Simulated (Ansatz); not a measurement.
# A hypothetical structure for Cs4SrV2

This structure for Cs4SrV2 is made up. Its elements were placed in a known structure type with a cell scaled to their sizes. What cell does the guess relax to, and how far off was it?

Main program and level: Ansatz 0.2.0; DFT, PBEsol, plane-wave PAW, files of the set soft_1, scalar-relativistic, ferromagnetic start, cell and ions relaxed at zero pressure; PAW set soft_1, in the first sound run; inputs show where later runs differ.

In doubt: warnings of the run leave room for a lower electronic state, so energies may not be the lowest and differences between runs may mislead.

## (1) Starting point

Symmetry: R-3m, No. 166, trigonal system. Conventional cell: a = 6.400 Å, b = 6.400 Å, c = 33.357 Å, α = 90.00°, β = 90.00°, γ = 120.00°. Nearest to Cs lie 3 V at 3.77 Å and 3 Cs at 3.92 Å. Nearest to Cs lie 4 V at 3.75 to 4.23 Å and 9 Cs at 3.92 to 4.75 Å and 1 Sr at 4.72 Å. Sr has 6 V at 4.55 Å and 2 Cs at 4.72 Å nearest. Nearest to V lie 7 Cs at 3.75 to 4.23 Å and 3 Sr at 4.55 Å. Farther neighbours are not listed.

Coordinates:

```cif
data_structure
_symmetry_space_group_name_H-M 'P 1'
_symmetry_Int_Tables_number 1
_cell_length_a 11.7169
_cell_length_b 11.7169
_cell_length_c 11.7169
_cell_angle_alpha 31.699
_cell_angle_beta 31.699
_cell_angle_gamma 31.699
_cell_volume 394.42
loop_
_atom_site_label
_atom_site_type_symbol
_atom_site_fract_x
_atom_site_fract_y
_atom_site_fract_z
_atom_site_occupancy
Cs1 Cs 0.56417 0.56417 0.56417 1
Cs2 Cs 0.43583 0.43583 0.43583 1
Cs3 Cs 0.85860 0.85860 0.85860 1
Cs4 Cs 0.14140 0.14140 0.14140 1
Sr5 Sr 0.00000 0.00000 0.00000 1
V6 V 0.74620 0.74620 0.74620 1
V7 V 0.25380 0.25380 0.25380 1
```

## (2) Relaxing cell and atoms

The guess takes its coordinates from another compound and its volume from a rule, so the cell and any free coordinates are relaxed together.

Input file input.yaml:

```yaml
crystal:
  lattice:
    - [3.2, 1.847520861, 11.119]
    - [-3.2, 1.847520861, 11.119]
    - [0.0, -3.695041723, 11.119]
  atoms:
    - { symbol: Cs, position: [0.564166667, 0.564166667, 0.564166667] }
    - { symbol: Cs, position: [0.435833333, 0.435833333, 0.435833333] }
    - { symbol: Cs, position: [0.8586, 0.8586, 0.8586] }
    - { symbol: Cs, position: [0.1414, 0.1414, 0.1414] }
    - { symbol: Sr, position: [0.0, 0.0, 0.0] }
    - { symbol: V, position: [0.7462, 0.7462, 0.7462], spin: 2.0 }
    - { symbol: V, position: [0.2538, 0.2538, 0.2538], spin: 2.0 }
magnetization:
  spin_polarized: true
kpoints:
  mp_grid: { grid: [5, 5, 5] }
scf:
  occupations: { method: fermi_dirac, width: 0.05 }
hamiltonian:
  xc: pbesol
  pseudopotentials: { kind: paw, azcp: { folder: soft_1 }, xc_functional: pbe }
relax:
  f_tol: 0.015
  max_steps: 70
  cell: {}
output:
  forces: true
  stress: true
```

Run with:

```console
ansatz run input.yaml --threads 4 --pin off --max-ram 10240MiB --backend cpu --events-out ev --progress --plain --runs-dir out
```

Numbers of over 12 decimals in the logs are rounded to 6 here.

The program printed:

```text
basis.fft_grid_basis auto: the FFT boxes are laid along the combinations [[1, 0, -1], [0, 1, -1], [0, 0, 1]] of the cell's own vectors, 6.400, 6.400 and 11.717 Å long. The dense box has 45×45×80 points. Along the cell's own vectors, as sized, it would have 80×80×80, 3.16 times as many. Of the 12 symmetry operations that the crystal satisfies within crystal.symmetry.tolerance (time reversal apart; of a slab, those tha [...]
Engine: ansatz 0.2.0, x86_64-unknown-linux-gnu
Pseudopotentials: kind: paw
Pseudopotential: Cs, paw, valence charge 9, recommended cutoff 420 eV (normal), soft_1/Cs.paw.azcp
Pseudopotential: Sr, paw, valence charge 10, recommended cutoff 420 eV (normal), soft_1/Sr.paw.azcp
Pseudopotential: V, paw, valence charge 13, recommended cutoff 420 eV (normal), soft_1/V.paw.azcp
Functional definition: PBEsol
  exchange = pbesol_x
  correlation = pbesol_c
Crystal: 7 atoms, lattice volume = 394.418 Å³
Basis set: ecut = 420 eV, 7723 PW (Γ), FFT grids on a1−a3, a2−a3, a3, exchange–correlation on 90×90×160 points (8 copies of the dense FFT grid, shifted against one another)
Bands: 46, of which v1, the nominal top of the filled ones, is band 36 counted from 1 (35 counted from 0)
Symmetry: 12 space group operations
Space group: R-3m (ITA 166), of the structure as read, at distance tolerance 7.3e-5 Å
Magnetic group: BNS 166.97 (UNI 1327), of the structure as read, at distance tolerance 7.3e-5 Å
k-points: 19 of 125
Non-local potential: Cs, projectors of the file, l = 0: 3, l = 1: 2, l = 2: 2, l = 3: 2
Non-local potential: Sr, projectors of the file, l = 0: 3, l = 1: 2, l = 2: 2
Non-local potential: V, projectors of the file, l = 0: 3, l = 1: 2, l = 2: 3, l = 3: 1
PAW form: soft (Blöchl's): semilocal exchange-correlation on the pseudo side does not see the compensation charge
PAW frozen core: Cs, regenerated for the run's functional, and the local potential with it (the file was generated under x = pbe(κ = 0.804, μ = 0.219515), c = pbe(β = 0.066725))
PAW frozen core: Sr, regenerated for the run's functional, and the local potential with it (the file was generated under x = pbe(κ = 0.804, μ = 0.219515), c = pbe(β = 0.066725))
PAW frozen core: V, regenerated for the run's functional, and the local potential with it (the file was generated under x = pbe(κ = 0.804, μ = 0.219515), c = pbe(β = 0.066725))
PAW one-centre angular grid: Cs, 194 points (default); XC on 64 Gauss nodes
PAW one-centre angular grid: Sr, 110 points (default); XC on 64 Gauss nodes
PAW one-centre angular grid: V, 590 points (default); XC on 64 Gauss nodes
Initial density: superposition of atomic densities (chi_scale 0.1, normalization cell, long waves kept (reshape's long-wave potential 0.10 eV rms))
Starting moments: Σ|m| = 4 μB on 2 of 7 sites
Initial wavefunctions: pseudopotential atomic-orbital guess
Functional: x = pbesol(κ = 0.804, μ = 0.123457), c = pbesol(β = 0.046)
SCF iter   1: F=—  HF=-31596.178928 eV  |F-HF|=—  |Δ(HF+E_count)|=         —  Δρ=1.77e-2 (↑1.08e-2 ↓1.77e-2)  dr2=9.03e0  dr2_m=4.78e-1  M=5.762 μB ∫|m|=5.946 μB  β_m=0.30  ethr=3.10e-3  ⟨swp⟩=11.6  Hψ=8380  notcnv=0
Mixer restart at iter 1: flushing history
preconditioner: auto → Kerker (q_TF=auto, 2.055 Å⁻¹)  [metal: Δε(μ)=0.002 eV  Ē_g=6.930 eV  σ=0.050 eV  W_gap=0.01  n_scr=60 (ndim 8)  ℏωp=11.8 eV  f_vac=0.001  D(μ)=27.41/eV (n_scr^D=312)]
spin=Collinear: Kerker preconditioning applied to the charge; magnetization (m = ρ↑ − ρ↓) channel mixes plain (no charge-response kernel on spin).
SCF iter   2: F=—  HF=-31595.663903 eV  |F-HF|=—  |Δ(HF+E_count)|=   5.15e-1  Δρ=1.68e-2 (↑1.68e-2 ↓1.39e-2)  dr2=4.81e0  dr2_m=7.41e-1  M=6.451 μB ∫|m|=6.584 μB  β_m=0.57  ethr=3.10e-3  ⟨swp⟩=2.5  Hψ=2637  notcnv=0  defer=2
SCF iter   3: F=—  HF=-31596.964480 eV  |F-HF|=—  |Δ(HF+E_count)|=    1.30e0  Δρ=1.02e-2 (↑1.02e-2 ↓8.13e-3)  dr2=9.55e-1  dr2_m=2.83e-1  M=8.160 μB ∫|m|=8.174 μB  β_m=0.78  ethr=3.10e-3  ⟨swp⟩=4.3  Hψ=3882  notcnv=0  defer=1
SCF iter   4: F=—  HF=-31597.718744 eV  |F-HF|=—  |Δ(HF+E_count)|=   7.54e-1  Δρ=4.89e-3 (↑4.89e-3 ↓3.18e-3)  dr2=6.21e-1  dr2_m=1.06e-2  M=9.928 μB ∫|m|=9.931 μB  β_m=0.81  ethr=1.33e-3  ⟨swp⟩=4.9  Hψ=4230  notcnv=0
SCF iter   5: F=—  HF=-31597.767719 eV  |F-HF|=—  |Δ(HF+E_count)|=   4.90e-2  Δρ=2.74e-3 (↑2.74e-3 ↓1.26e-3)  dr2=5.12e-2  dr2_m=7.56e-3  M=10.243 μB ∫|m|=10.246 μB  β_m=0.91  ethr=8.63e-4  ⟨swp⟩=4.7  Hψ=3050  notcnv=0  defer=17
SCF iter   6: F=—  HF=-31597.815566 eV  |F-HF|=—  |Δ(HF+E_count)|=         —  Δρ=1.10e-3 (↑1.10e-3 ↓3.91e-4)  dr2=7.50e-3  dr2_m=1.43e-3  M=10.540 μB ∫|m|=10.544 μB  β_m=0.91  ethr=7.11e-5  ⟨swp⟩=3.8  Hψ=3595  notcnv=0  defer=55
Mixer restart at iter 6: flushing history
SCF iter   7: F=—  HF=-31597.818009 eV  |F-HF|=—  |Δ(HF+E_count)|=   2.44e-3  Δρ=1.50e-3 (↑1.50e-3 ↓2.36e-4)  dr2=1.19e-2  dr2_m=1.99e-3  M=10.566 μB ∫|m|=10.570 μB  β_m=0.61  ethr=1.04e-5  ⟨swp⟩=3.2  Hψ=3635  notcnv=0  defer=55
SCF iter   8: F=—  HF=-31597.818826 eV  |F-HF|=—  |Δ(HF+E_count)|=   8.17e-4  Δρ=1.89e-4 (↑1.89e-4 ↓1.69e-4)  dr2=8.74e-4  dr2_m=5.22e-5  M=10.570 μB ∫|m|=10.573 μB  β_m=0.84  ethr=1.04e-5  ⟨swp⟩=2.2  Hψ=3305  notcnv=0  defer=55
SCF iter   9: F=—  HF=-31597.819493 eV  |F-HF|=—  |Δ(HF+E_count)|=   6.66e-4  Δρ=1.57e-4 (↑1.57e-4 ↓6.09e-5)  dr2=3.38e-4  dr2_m=2.12e-5  M=10.590 μB ∫|m|=10.594 μB  β_m=0.90  ethr=1.21e-6  ⟨swp⟩=2.2  Hψ=2546  notcnv=0  defer=55
SCF iter  10: F=—  HF=-31597.819546 eV  |F-HF|=—  |Δ(HF+E_count)|=   5.34e-5  Δρ=7.16e-5 (↑7.16e-5 ↓2.21e-5)  dr2=5.37e-5  dr2_m=5.10e-6  M=10.598 μB ∫|m|=10.602 μB  β_m=0.94  ethr=4.70e-7  ⟨swp⟩=2.6  Hψ=2955  notcnv=0  defer=55
SCF iter  11: F=—  HF=-31597.819551 eV  |F-HF|=—  |Δ(HF+E_count)|=   4.35e-6  Δρ=3.66e-5 (↑3.66e-5 ↓1.09e-5)  dr2=1.22e-5  dr2_m=9.61e-7  M=10.597 μB ∫|m|=10.601 μB  β_m=0.89  ethr=7.45e-8  ⟨swp⟩=2.0  Hψ=2045  notcnv=0  defer=55
SCF iter  12: F=—  HF=-31597.819551 eV  |F-HF|=—  |Δ(HF+E_count)|=   7.83e-8  Δρ=1.85e-5 (↑1.85e-5 ↓3.03e-6)  dr2=2.13e-6  dr2_m=3.34e-7  M=10.597 μB ∫|m|=10.601 μB  β_m=0.94  ethr=1.70e-8  ⟨swp⟩=2.2  Hψ=3073  notcnv=0  defer=55
SCF iter  13: F=—  HF=-31597.819551 eV  |F-HF|=—  |Δ(HF+E_count)|=   7.55e-7  Δρ=6.89e-6 (↑6.89e-6 ↓1.23e-6)  dr2=3.75e-7  dr2_m=4.47e-8  M=10.597 μB ∫|m|=10.601 μB  β_m=0.97  ethr=2.96e-9  ⟨swp⟩=2.0  Hψ=2051  notcnv=0  defer=55
SCF iter  14: F=—  HF=-31597.819551 eV  |F-HF|=—  |Δ(HF+E_count)|=   4.56e-8  Δρ=1.46e-6 (↑1.46e-6 ↓5.06e-7)  dr2=2.76e-8  dr2_m=1.66e-9  M=10.597 μB ∫|m|=10.601 μB  β_m=0.99  ethr=5.21e-10  ⟨swp⟩=2.3  Hψ=2109  notcnv=0  defer=55
[...]
SCF iter   2: F=—  HF=-31600.689790 eV  |F-HF|=—  |Δ(HF+E_count)|=   5.23e-3  Δρ=8.95e-5 (↑8.95e-5 ↓4.77e-5)  dr2=7.88e-6  dr2_m=2.68e-6  M=7.783 μB ∫|m|=8.469 μB  β_m=0.59  ethr=1.29e-7  ⟨swp⟩=3.0  Hψ=3428  notcnv=0
SCF iter   3: F=—  HF=-31600.690726 eV  |F-HF|=—  |Δ(HF+E_count)|=   9.36e-4  Δρ=2.77e-5 (↑2.77e-5 ↓1.51e-5)  dr2=3.37e-6  dr2_m=6.65e-7  M=7.786 μB ∫|m|=8.466 μB  β_m=0.75  ethr=1.09e-8  ⟨swp⟩=2.5  Hψ=2974  notcnv=0
SCF iter   4: F=—  HF=-31600.690807 eV  |F-HF|=—  |Δ(HF+E_count)|=   8.10e-5  Δρ=1.02e-5 (↑1.02e-5 ↓8.41e-6)  dr2=6.61e-6  dr2_m=1.58e-7  M=7.789 μB ∫|m|=8.465 μB  β_m=0.71  ethr=4.68e-9  ⟨swp⟩=2.7  Hψ=3491  notcnv=0
SCF iter   5: F=—  HF=-31600.690811 eV  |F-HF|=—  |Δ(HF+E_count)|=   4.11e-6  Δρ=8.50e-6 (↑8.50e-6 ↓6.33e-6)  dr2=2.75e-6  dr2_m=1.81e-7  M=7.790 μB ∫|m|=8.465 μB  β_m=0.86  ethr=4.68e-9  ⟨swp⟩=1.9  Hψ=1949  notcnv=0
SCF iter   6: F=—  HF=-31600.690816 eV  |F-HF|=—  |Δ(HF+E_count)|=   4.64e-6  Δρ=3.79e-6 (↑2.67e-6 ↓3.79e-6)  dr2=3.52e-7  dr2_m=2.84e-8  M=7.794 μB ∫|m|=8.464 μB  β_m=0.93  ethr=3.82e-9  ⟨swp⟩=3.4  Hψ=3258  notcnv=0
SCF iter   7: F=—  HF=-31600.690816 eV  |F-HF|=—  |Δ(HF+E_count)|=   2.10e-7  Δρ=2.01e-6 (↑2.01e-6 ↓1.68e-6)  dr2=1.30e-7  dr2_m=1.15e-8  M=7.794 μB ∫|m|=8.464 μB  β_m=0.96  ethr=4.89e-10  ⟨swp⟩=2.5  Hψ=2217  notcnv=0
SCF iter   8: F=—  HF=-31600.690816 eV  |F-HF|=—  |Δ(HF+E_count)|=   3.42e-8  Δρ=8.39e-7 (↑8.39e-7 ↓6.49e-7)  dr2=3.78e-9  dr2_m=2.02e-9  M=7.794 μB ∫|m|=8.464 μB  β_m=0.98  ethr=1.81e-10  ⟨swp⟩=1.9  Hψ=2042  notcnv=0
SCF iter   9: F=—  HF=-31600.690796 eV  |F-HF|=—  |Δ(HF+E_count)|=   1.99e-5  Δρ=1.09e-6 (↑1.06e-6 ↓1.09e-6)  dr2=8.19e-8  dr2_m=2.12e-9  M=7.794 μB ∫|m|=8.464 μB  β_m=0.98  ethr=5.25e-12  ⟨swp⟩=4.1  Hψ=4578  notcnv=0
SCF iter  10: F=—  HF=-31600.690796 eV  |F-HF|=—  |Δ(HF+E_count)|=   3.02e-8  Δρ=9.57e-7 (↑9.13e-7 ↓9.57e-7)  dr2=6.69e-8  dr2_m=1.56e-9  M=7.794 μB ∫|m|=8.464 μB  β_m=0.99  ethr=5.25e-12  ⟨swp⟩=2.0  Hψ=2189  notcnv=0
SCF iter  11: F=—  HF=-31600.690796 eV  |F-HF|=—  |Δ(HF+E_count)|=   8.75e-8  Δρ=4.46e-7 (↑4.22e-7 ↓4.46e-7)  dr2=7.06e-9  dr2_m=3.02e-10  M=7.794 μB ∫|m|=8.464 μB  β_m=1.00  ethr=5.25e-12  ⟨swp⟩=3.1  Hψ=3364  notcnv=0
SCF iter  12: F=—  HF=-31600.690796 eV  |F-HF|=—  |Δ(HF+E_count)|=   9.99e-9  Δρ=3.13e-7 (↑2.97e-7 ↓3.13e-7)  dr2=6.82e-9  dr2_m=1.74e-10  M=7.794 μB ∫|m|=8.464 μB  β_m=1.00  ethr=5.25e-12  ⟨swp⟩=2.6  Hψ=2430  notcnv=0
SCF iter  13: F=—  HF=-31600.690796 eV  |F-HF|=—  |Δ(HF+E_count)|=   1.06e-8  Δρ=1.07e-7 (↑9.82e-8 ↓1.07e-7)  dr2=2.08e-10  dr2_m=2.05e-11  M=7.794 μB ∫|m|=8.464 μB  β_m=0.97  ethr=5.25e-12  ⟨swp⟩=2.9  Hψ=3024  notcnv=0
SCF iter  14: F=—  HF=-31600.690796 eV  |F-HF|=—  |Δ(HF+E_count)|=   2.47e-9  Δρ=1.53e-7 (↑1.47e-7 ↓1.53e-7)  dr2=1.71e-9  dr2_m=4.00e-11  M=7.794 μB ∫|m|=8.464 μB  β_m=0.97  ethr=1.00e-12  ⟨swp⟩=2.9  Hψ=3264  notcnv=0
SCF iter  15: F=—  HF=-31600.690796 eV  |F-HF|=—  |Δ(HF+E_count)|=   2.67e-9  Δρ=3.11e-8 (↑2.93e-8 ↓3.11e-8)  dr2=5.17e-11  dr2_m=1.78e-12  M=7.794 μB ∫|m|=8.464 μB  β_m=0.98  ethr=1.00e-12  ⟨swp⟩=2.3  Hψ=2599  notcnv=0
SCF iter  16: F=-31600.690796 eV  HF=-31600.690796 eV  |F-HF|=1.82e-11  |Δ(HF+E_count)|=  1.16e-10  Δρ=1.98e-8 (↑1.98e-8 ↓1.06e-8)  dr2=1.42e-11  dr2_m=6.27e-13  M=7.794 μB ∫|m|=8.464 μB  ethr=1.00e-12  ⟨swp⟩=3.7  Hψ=5344  notcnv=0
SCF 36 converged in 16 iterations: F = -31600.690796 eV  dr2 = 1.42e-11
relax step  36: F+E_penalty+E_count = -31600.69079645 eV  Δ(F+E_penalty+E_count) = -4.754e-3 eV  max|allowed force component| = 4.200e-3 eV/Å  Δτ_max = 0.0000 Å  P = +0.017 GPa  Ω = 504.829 Å³  stress off target by 4.07e-2 GPa  SCF on the basis re-selected at this cell (its energy is not comparable with the rows above)  (16 SCF iters)
basis re-selected at this cell: Δ(F+E_penalty+E_count) = -4.754e-3 eV, ΔP = +0.014 GPa vs the last step (what re-selecting the basis moved, of the pressure what is left beyond the Pulay correction that the steps carried, after the strain that the cell walked since its last selection, with what the two solves' SCF thresholds leave and, on support functions, any second-order correction that the steps lacked; it is no measure of the basis error at this ecutwfc). The dense FFT grid was sized anew with the basis: this SCF ran on 40×40×135 points, the steps before it on 40×40×125, so part of this shift can come from that change (see relax.cell in the input reference). [rest of the remark cut]
WARN: an SCF from antiferromagnetic starting moments (0.00, 0.00, 0.00, 0.00, 0.00, -2.92, 2.92 Bohr magnetons, atom by atom) was not made, by what the run has read of turns of its moments that order reads lower: the deck asks for what bars it, or types moments that do (magnetization.spin_polarized, in the input reference, names some of the keys), or the run goes by scf.lower_state_search: light, the default, which as a rule tries one only behind a close that has lost an order of both signs, or on which an open d or half-filled 4f shell of a PAW file has lost a moment that was set nearer to Hund's than to what is left; [rest of the remark cut]
SCF converged after 16 iterations
Magnetization: 7.7941 μB (39.8971 up, 32.1029 down)
Absolute magnetization: 8.4619 μB (∫|ρ↑−ρ↓|, with the PAW one-centre terms)
Spin contamination: 0.4087 ħ² per cell (⟨S²⟩ above its minimum at these occupations)
Per-site moments (μB) at R_I (Å): [(0.029833, 1.465594), (0.029833, 1.465594), (-0.012083, 2.195820), (-0.012083, 2.195820), (0.161629, 1.294543), (3.083232, 1.294543), (3.083232, 1.294543)]
Free energy (F): -31600.690796 eV
Harris-Foulkes:  -31600.690796 eV  (|F-HF|=1.82e-11)
Internal energy: -31600.613352 eV  (E = F + TS)
E sigma→0 (E₀):  -31600.652074 eV
Entropy (-TS):   -0.077445 eV (-11.064 meV/atom)
Fermi energy:    3.446403 eV
--- Per-component energies (eV) ---
  E_band       = -1083.959239
  E_kinetic    = 1391.714899
  E_local      = -13885.088280  (includes V_loc(G=0)·N_el)
  E_nonlocal   = 507.597872
  E_hartree    = 6194.433082
  E_xc         = -1102.688613
  E_vxc        = -979.828744  (∫ρ·V_xc dr)
  E_paw        = -24752.697896  (= ΣΔE_a)
  E_vpaw       = -507.223667  (= ΣTr[D̂ρ^β])
  E_aug_tail   = 0.002004  (compensation charges beyond the density's cutoff)
  E_ewald      = 45.103217
  E_core_change = 1.010363  (= ΣΔE_core)
  E_smearing   = -0.077445  (= −TS)
  E_closure    = 0.000000  (closes the sum)
  Σ components = -31600.690796   (vs F -31600.690796, Δ=0.00e0)
--- Forces (eV/Å), atoms counted from 1 ---
  atom   1  Cs    -0.00000000     0.00000000    -0.00141395
  atom   2  Cs     0.00000000    -0.00000000     0.00141395
  atom   3  Cs     0.00000000    -0.00000000     0.00061802
  atom   4  Cs    -0.00000000     0.00000000    -0.00061802
  atom   5  Sr    -0.00000000     0.00000000     0.00000000
  atom   6  V      0.00000000    -0.00000000     0.00419971
  atom   7  V     -0.00000000     0.00000000    -0.00419971
  max |Σ_I F_I| component: 7.23e-20 eV/Å
--- Stress (GPa, compression-positive) ---
        0.004620      -0.000000      -0.000000
       -0.000000       0.004620      -0.000000
       -0.000000      -0.000000       0.040684
  P = ⅓ Tr σ = 0.0166 GPa (0.166 kbar)
--- Relaxed structure (33 steps of the walk, 32 accepted, 3 SCFs on fresh bases) ---
  F+E_penalty+E_count = -31600.69079645 eV   max|allowed force component| = 4.200e-3 eV/Å   (the final SCF, on the basis selected at the relaxed cell)
  cell:  # Å, volume = 504.8285 Å³
    - [2.712190, 1.565884, 19.811302]
    - [-2.712190, 1.565884, 19.811302]
    - [0, -3.131767, 19.811302]
  atoms:
    - { symbol: Cs, position: [0.610288, 0.610288, 0.610288] }
    - { symbol: Cs, position: [0.389712, 0.389712, 0.389712] }
    - { symbol: Cs, position: [0.869546, 0.869546, 0.869546] }
    - { symbol: Cs, position: [0.130454, 0.130454, 0.130454] }
    - { symbol: Sr, position: [1.077241889777781e-18, 1.0772418897777813e-18, 1.0772418897188729e-18] }
    - { symbol: V, position: [0.670068, 0.670068, 0.670068] }
    - { symbol: V, position: [0.329932, 0.329932, 0.329932] }
```

It took 6.1 min on 4 threads of INTEL XEON PLATINUM 8581C at 2.10GHz (Emerald Rapids), shared host; peak memory 1.5 GiB; 23 min of CPU time.

Step by step (22 of 36):

```csv
step,energy less that of the first step (eV),largest force component (eV/Å),pressure (GPa),volume (Å³)
1,0.0000,0.5791,-0.41,394.42
3,-0.6123,0.4290,-0.44,376.84
4,-0.8684,0.3570,-0.38,365.15
6,-1.2469,0.1990,-0.11,344.14
8,-1.3459,0.0742,0.02,340.94
9,-1.3892,0.0601,0.04,343.72
11,-1.5373,0.0603,0.11,351.25
13,-1.7709,0.0601,0.23,365.03
14,-1.8692,0.0687,0.26,374.01
16,-2.0335,0.0283,0.17,389.89
18,-2.0497,0.1574,-0.08,403.18
19,-2.0724,0.0521,0.05,393.84
21,-2.0760,0.0082,-0.01,396.99
23*,-2.2256,0.0065,0.44,396.94
24,-2.3327,0.0016,0.41,407.44
26,-2.5267,0.0048,0.29,430.07
28,-2.6646,0.0132,0.13,450.70
29,-2.6953,0.0110,0.02,460.07
31*,-2.7794,0.0082,0.23,461.92
33,-2.8518,0.0107,0.07,489.26
34,-2.8653,0.0030,0.02,499.60
36*,-2.8712,0.0042,0.02,504.83
```

Relaxation steps marked * repeat the geometry before them on a plane-wave basis chosen anew for their cell, so energy and pressure can jump there. Other such steps can lie between the rows shown. Relaxation step 18 was tried and not accepted.

The run keeps the 12 symmetry operations that it works with, so distortions that break them were not tested.

```csv
cell as run,before,after,change
a (Å),11.717,20.057,+71.2 %
b (Å),11.717,20.057,+71.2 %
c (Å),11.717,20.057,+71.2 %
α (°),31.70,15.54,-51.0 %
β (°),31.70,15.54,-51.0 %
γ (°),31.70,15.54,-51.0 %
volume (Å³/atom),56.35,72.12,+28.0 %
```

The atoms that moved most (Å, as changes of fractional coordinates times the final cell):

```csv
atom,dx,dy,dz,length
V7,0.000,0.000,4.525,4.525
V6,0.000,0.000,-4.525,4.525
Cs1,0.000,0.000,2.741,2.741
Cs2,0.000,0.000,-2.741,2.741
Cs3,0.000,0.000,0.651,0.651
Cs4,0.000,0.000,-0.651,0.651
```

This step gave:

- free energy: -31600.6908 eV
- energy at zero smearing: -31600.6521 eV
- smearing term TS: 0.07744 eV
- Fermi energy: 3.446 eV
- magnetization: 7.794 μB
- absolute magnetization: 8.462 μB
- site moments: 0.02983, 0.02983, -0.01208, -0.01208, 0.1616, 3.083, 3.083 μB
- electrons: 72
- symmetry operations: 12
- pressure: 0.01664 GPa

Site moment by atom:

```csv
atom,site moment (μB)
Cs1,0.03
Cs2,0.03
Cs3,-0.01
Cs4,-0.01
Sr5,0.16
V6,3.08
V7,3.08
```

The shortest distance of each pair, which need not be the same contact before and after:

```csv
pair,guess (Å),relaxed (Å)
Sr–V,4.549,3.138
V–V,6.400,3.158
Cs–V,3.749,3.553
Cs–Sr,4.717,4.586
Cs–Cs,3.916,5.323
```

The relaxation ends with a largest force component of 0.0042 eV/Å and a pressure of 0.02 GPa.

(Continued in part 2 of 2.)

[Logs are printed without paths, hosts, clocks, repeated set-up lines and the standing remarks that a program may print on its own settings, such as how far it seeks lower states.]

[Hosts, paths, dates, database ids (printed as entryN), source tags and the programs' standing remarks are cut or masked in the printed files.]
